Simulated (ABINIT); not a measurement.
# SnO2 (Cassiterite): G0W0 with ABINIT, start to end

Wanted: ground state, empty states, screening and self-energy for SnO2 (Cassiterite).

Method: PBE and many-body steps on it, plane waves, in ABINIT 10.8.3.

**The experiments to reproduce.**

- Gap 3.6 eV: experimental gap quoted from earlier work; bulk crystal (quoted in “Study on the Photocatalytic Properties of Flower-Shaped SnO2”, 2022, pmc:9565917).

## 1. The structure

It takes space group P4_2/mnm (No. 136, tetragonal). Conventional cell: a = 4.738 Å, b = 4.738 Å, c = 3.187 Å, α = 90.00°, β = 90.00°, γ = 90.00°. Sn has 6 O at 2.05 to 2.06 Å nearest. Nearest to O lie 3 Sn at 2.05 to 2.06 Å. Farther neighbours, and contacts between anions beyond the nearest, are not listed.

The cell and positions come from the Crystallography Open Database and are kept as given unless a step says otherwise.

## 2. Ground state

This step: ABINIT 10.8.3; DFT, PBE, plane waves, norm-conserving pseudopotentials.

The ground-state density comes first.

Contents of run.abi:

```
acell 3*1.0 Angstrom
rprim 
  4.738000000000 0.000000000000 0.000000000000
  0.000000000000 4.738000000000 0.000000000000
  0.000000000000 0.000000000000 3.186500000000
ntypat 2
znucl 50 8
natom 6
typat 1 1 2 2 2 2
xred 
  0.000000000000 0.000000000000 0.000000000000
  0.500000000000 0.500000000000 0.500000000000
  0.307100000000 0.307100000000 0.000000000000
  0.192900000000 0.807100000000 0.500000000000
  0.692900000000 0.692900000000 0.000000000000
  0.807100000000 0.192900000000 0.500000000000
pp_dirpath "pseudos"
pseudos "Sn.upf, O.upf"
ecut 42
ngkpt 4 4 6
nshiftk 1
shiftk 0 0 0
kptopt 1
chksymbreak 0
nband 41
occopt 1
tolvrs 1e-10
nstep 60
prtwf 0
optforces 0
optstress 0
indata_prefix "in"
outdata_prefix "out"
tmpdata_prefix "tmp"
```

The run is started by

```
$ OMP_NUM_THREADS=1 mpirun -n 4 abinit run.abi > log
```

The program printed:

```text
.Version 10.8.3 of ABINIT. v10.8.2 released Aug 2026.

 Symmetries : space group P4_2/m n m (#136); Bravais tP (primitive tetrag.)
================================================================================
 Values of the parameters that define the memory need of the present run
     intxc =       0    ionmov =       0      iscf =       7    lmnmax =       6
     lnmax =       6     mgfft =      54  mpssoang =       3    mqgrid =    3001
     natom =       6  nloc_mem =       1    nspden =       1   nspinor =       1
    nsppol =       1      nsym =      16    n1xccc =    2501    ntypat =       2
    occopt =       1   xclevel =       2
-    mband =          41        mffmem =           1         mkmem =           6
       mpw =        6296          nfft =      104976          nkpt =          24
================================================================================
  Rough estimation (10% accuracy) of disk space for files :
================================================================================

--------------------------------------------------------------------------------
------------- Echo of variables that govern the present computation ------------
--------------------------------------------------------------------------------
 -outvars: echo values of preprocessed input variables --------
            acell      1.8897261259E+00  1.8897261259E+00  1.8897261259E+00 Bohr

      chksymbreak           0
             ecut      4.20000000E+01 Hartree
-          fftalg         312

              ixc     -101130
              kpt      0.00000000E+00  0.00000000E+00  0.00000000E+00
                       2.50000000E-01  0.00000000E+00  0.00000000E+00
                       5.00000000E-01  0.00000000E+00  0.00000000E+00
                       2.50000000E-01  2.50000000E-01  0.00000000E+00
                       5.00000000E-01  2.50000000E-01  0.00000000E+00
                       5.00000000E-01  5.00000000E-01  0.00000000E+00
                       0.00000000E+00  0.00000000E+00  1.66666667E-01
                       2.50000000E-01  0.00000000E+00  1.66666667E-01
                       5.00000000E-01  0.00000000E+00  1.66666667E-01
   [... 13 further rows ...]
                       5.00000000E-01  2.50000000E-01  5.00000000E-01
                       5.00000000E-01  5.00000000E-01  5.00000000E-01
         kptrlatt        4    0    0      0    4    0      0    0    6
          kptrlen      3.58140895E+01
P           mkmem           6
            natom           6
            nband          41
            ngfft          54      54      36
             nkpt          24
            nstep          60
             nsym          16
           ntypat           2
              occ      2.000000  2.000000  2.000000  2.000000  2.000000  2.000000
                       2.000000  2.000000  2.000000  2.000000  2.000000  2.000000
                       2.000000  2.000000  2.000000  2.000000  2.000000  2.000000
                       2.000000  2.000000  2.000000  2.000000  2.000000  2.000000
                       2.000000  2.000000  2.000000  2.000000  2.000000  2.000000
                       2.000000  2.000000  2.000000  2.000000  0.000000  0.000000
                       0.000000  0.000000  0.000000  0.000000  0.000000
        optforces           0
        optstress           0
            prtwf           0
            rprim      4.7380000000E+00  0.0000000000E+00  0.0000000000E+00
[...]
spgroup         136

           tolvrs      1.00000000E-10

             xred      0.0000000000E+00  0.0000000000E+00  0.0000000000E+00
[...]
znucl       50.00000    8.00000

================================================================================

 chkinp: Checking input parameters for consistency.

================================================================================
== DATASET  1 ==================================================================
-   mpi_nproc: 4, omp_nthreads: 1 (-1 if OMP is not activated)

--- !DatasetInfo
iteration_state: {dtset: 1, }
dimensions: {natom: 6, nkpt: 24, mband: 41, nsppol: 1, nspinor: 1, nspden: 1, mpw: 6296, }
cutoff_energies: {ecut:  42.0, pawecutdg:  -1.0, }
electrons: {nelect:   6.80000000E+01, charge:   0.00000000E+00, occopt:   1.00000000E+00, tsmear:   1.00000000E-02, }

 Real(R)+Recip(G) space primitive vectors, cartesian coordinates (Bohr,Bohr^-1):
 R(1)=  8.9535224  0.0000000  0.0000000  G(1)=  0.1116879  0.0000000  0.0000000
 R(2)=  0.0000000  8.9535224  0.0000000  G(2)=  0.0000000  0.1116879  0.0000000
 R(3)=  0.0000000  0.0000000  6.0216123  G(3)=  0.0000000  0.0000000  0.1660685
 Unit cell volume ucvol=  4.8272594E+02 bohr^3
 Angles (23,13,12)=  9.00000000E+01  9.00000000E+01  9.00000000E+01 degrees

 getcut: wavevector=  0.0000  0.0000  0.0000  ngfft=  54  54  36
         ecut(hartree)=     42.000   => boxcut(ratio)=   2.04927

--- Pseudopotential description ------------------------------------------------
- Sn Generated using ONCVPSP code by D. R. Hamann
- 50.00000  22.00000  171031                  znucl, zion, pspdat
12 -101130 2 -1 1628                          pspcod,pspxc,lmax,lloc,mmax
     nproj     2     2     2
  pspatm : epsatm=   27.31087254
         --- l  ekb(1:nproj) -->
[...]
pspatm: atomic psp has been read  and splines computed

- O Generated using ONCVPSP code by D. R. Hamann
-  8.00000   6.00000  171031                  znucl, zion, pspdat
12 -101130 2 -1 936                           pspcod,pspxc,lmax,lloc,mmax
     nproj     2     2     1
  pspatm : epsatm=    6.17005460
         --- l  ekb(1:nproj) -->
[...]
2   -1.331955
 pspatm: atomic psp has been read  and splines computed

   5.39253352E+03                                ecore*ucvol(ha*bohr**3)
--------------------------------------------------------------------------------

_setup2: Arith. and geom. avg. npw (full set) are    6276.344    6276.333

================================================================================

--- !BeginCycle
iteration_state: {dtset: 1, }
solver: {iscf: 7, nstep: 60, nline: 4, wfoptalg: 0, }
tolerances: {tolvrs: 1.00E-10, }

     iter   Etot(hartree)      deltaE(h)  residm     vres2
 ETOT  1  -508.63668929118    -5.086E+02 2.196E-01 1.209E+03
 ETOT  2  -509.05887037937    -4.222E-01 2.857E-02 1.183E+03
 ETOT  3  -509.49154456593    -4.327E-01 1.897E-02 1.499E+01
 ETOT  4  -509.49543743827    -3.893E-03 3.404E-03 1.151E+00
 ETOT  5  -509.49584511455    -4.077E-04 2.068E-03 8.763E-02
 ETOT  6  -509.49586478160    -1.967E-05 8.917E-04 2.898E-03
 ETOT  7  -509.49586499951    -2.179E-07 7.431E-04 2.571E-05
 ETOT  8  -509.49586500295    -3.441E-09 4.302E-04 5.826E-07
 ETOT  9  -509.49586500302    -7.344E-11 3.204E-04 3.678E-08
 ETOT 10  -509.49586500302     2.046E-12 2.448E-04 1.148E-09
 ETOT 11  -509.49586500304    -1.739E-11 2.319E-04 6.780E-11

 At SCF step   11       vres2   =  6.78E-11 < tolvrs=  1.00E-10 =>converged.

--- !ResultsGS
iteration_state: {dtset: 1, }
comment   : Summary of ground state results
lattice_vectors:
- [  8.9535224,   0.0000000,   0.0000000, ]
- [  0.0000000,   8.9535224,   0.0000000, ]
- [  0.0000000,   0.0000000,   6.0216123, ]
lattice_lengths: [   8.95352,    8.95352,    6.02161, ]
lattice_angles: [ 90.000,  90.000,  90.000, ] # degrees, (23, 13, 12)
lattice_volume:   4.8272594E+02
convergence: {deltae: -1.739E-11, res2:  6.780E-11, residm:  2.319E-04, diffor:  0.000E+00, }
etotal    :  -5.09495865E+02
entropy   :   0.00000000E+00
fermie    :   2.49058631E-01
cartesian_stress_tensor: null
pressure_GPa: null
xred      :
- [  0.0000E+00,   0.0000E+00,   0.0000E+00, Sn]
- [  5.0000E-01,   5.0000E-01,   5.0000E-01, Sn]
- [  3.0710E-01,   3.0710E-01,   0.0000E+00,  O]
- [  1.9290E-01,   8.0710E-01,   5.0000E-01,  O]
- [  6.9290E-01,   6.9290E-01,   0.0000E+00,  O]
- [  8.0710E-01,   1.9290E-01,   5.0000E-01,  O]
cartesian_forces: null
force_length_stats: {min: null, max: null, mean: null, }

 Integrated electronic density in atomic spheres:
 ------------------------------------------------
 Atom  Sphere_radius  Integrated_density
[...]
================================================================================

 ----iterations are completed or convergence reached----

 Mean square residual over all n,k,spin=   67.387E-08; max=  23.190E-05
 reduced coordinates (array xred) for    6 atoms
[...]
0.500000      0.500000      0.500000
       0.307100      0.307100      0.000000
       0.192900      0.807100      0.500000
       0.692900      0.692900      0.000000
       0.807100      0.192900      0.500000
 rms dE/dt=  0.0000E+00; max dE/dt=  0.0000E+00; dE/dt below (all hartree)
    1       0.000000      0.000000      0.000000
    2       0.000000      0.000000      0.000000
    3       0.000000      0.000000      0.000000
    4       0.000000      0.000000      0.000000
    5       0.000000      0.000000      0.000000
    6       0.000000      0.000000      0.000000

 cartesian coordinates (angstrom) at end:
    1      0.000000     0.000000     0.000000
    2      2.369000     2.369000     1.593250
    3      1.455040     1.455040     0.000000
    4      0.913960     3.824040     1.593250
    5      3.282960     3.282960     0.000000
    6      3.824040     0.913960     1.593250
 length scales=  1.889726  1.889726  1.889726 bohr
              =  1.000000  1.000000  1.000000 angstroms
 prteigrs : about to open file out_EIG
 Fermi (or HOMO) energy (hartree) =   0.24906   Average Vxc (hartree)=  -0.42434
 Eigenvalues (hartree) for nkpt=  24  k points:
 kpt#   1, nband= 41, wtk=  0.01042, kpt=  0.0000  0.0000  0.0000 (reduced coord)
  -4.45122   -4.45122   -2.82797   -2.82797   -2.82638   -2.82638   -2.82622   -2.82621
  -0.52850   -0.50088   -0.49067   -0.48981   -0.48981   -0.48655   -0.48526   -0.48206
  -0.48100   -0.48100   -0.44591   -0.37776   -0.37776   -0.31287   -0.04845    0.10009
   0.10009    0.10339    0.13529    0.17389    0.17716    0.20329    0.20329    0.22098
   0.22098    0.24906    0.29623    0.47480    0.48381    0.48381    0.63508    0.64049
   0.69479
 prteigrs : prtvol=0 or 1, do not print more k-points.

--- !EnergyTerms
iteration_state     : {dtset: 1, }
comment             : Components of total free energy in Hartree
kinetic             :  2.004345E+02
hartree             :  1.588952E+02
xc                  : -7.120842E+01
Ewald energy        : -2.983397E+02
psp_core            :  1.117100E+01
local_psp           : -4.871395E+02
non_local_psp       : -2.330885E+01
total_energy        : -5.094959E+02
total_energy_eV     : -1.386409E+04
band_energy         : -6.123625E+01

== END DATASET(S) ==============================================================
================================================================================

 -outvars: echo values of variables after computation  --------
           etotal     -5.0949586500E+02
            nband          41
             nkpt          24
          spgroup         136
 [... the other variables as echoed above ...]

 Calculation completed.
```

Run time: 61 s. Hardware: 4 MPI ranks of Arm Neoverse V2, shared host; peak memory 0.42 GiB.

This step gave:

```yaml
total_energy: -13864.0888 eV
gap: 1.284 eV
k_of_the_valence_top: 0, 0, 0
k_of_the_conduction_bottom: 0, 0, 0
least_direct_gap: 1.284 eV
```

The gap is direct, at Γ.

(Continued in part 2 of 3.)

[Long decimals in the printed logs are rounded to 6 places.]

[Logs are printed without paths, hosts, clocks, repeated set-up lines and the standing remarks that a program may print on its own settings, such as how far it seeks lower states.]

[Paths, hosts, dates, memory and timing lines, banners, echoed tables and standing remarks are left out of the program output; an Ansatz launch command may be rebuilt from the run's recorded settings. Measured values are a selection of at most five: reports struck by readers or far from the other reports are left out. None is set beside runs whose start may be inverted or whose files or cutoffs have a known fault.]

[Runs of the session that timed out or met a known fault of the program may be left out.]

[Hosts, paths, dates, database ids (printed as entryN), source tags and the programs' standing remarks are cut or masked in the printed files.]

[G0W0 gaps are taken among the corrected bands and points alone; a level outside them can change the order at an edge.]

[Where Ansatz stands beside ABINIT at settings called matched, ABINIT's density can come from a denser mesh and the files from another edition; pairs whose starting gaps differed by over 0.03 eV were left out, so agreement reads better than it is.]
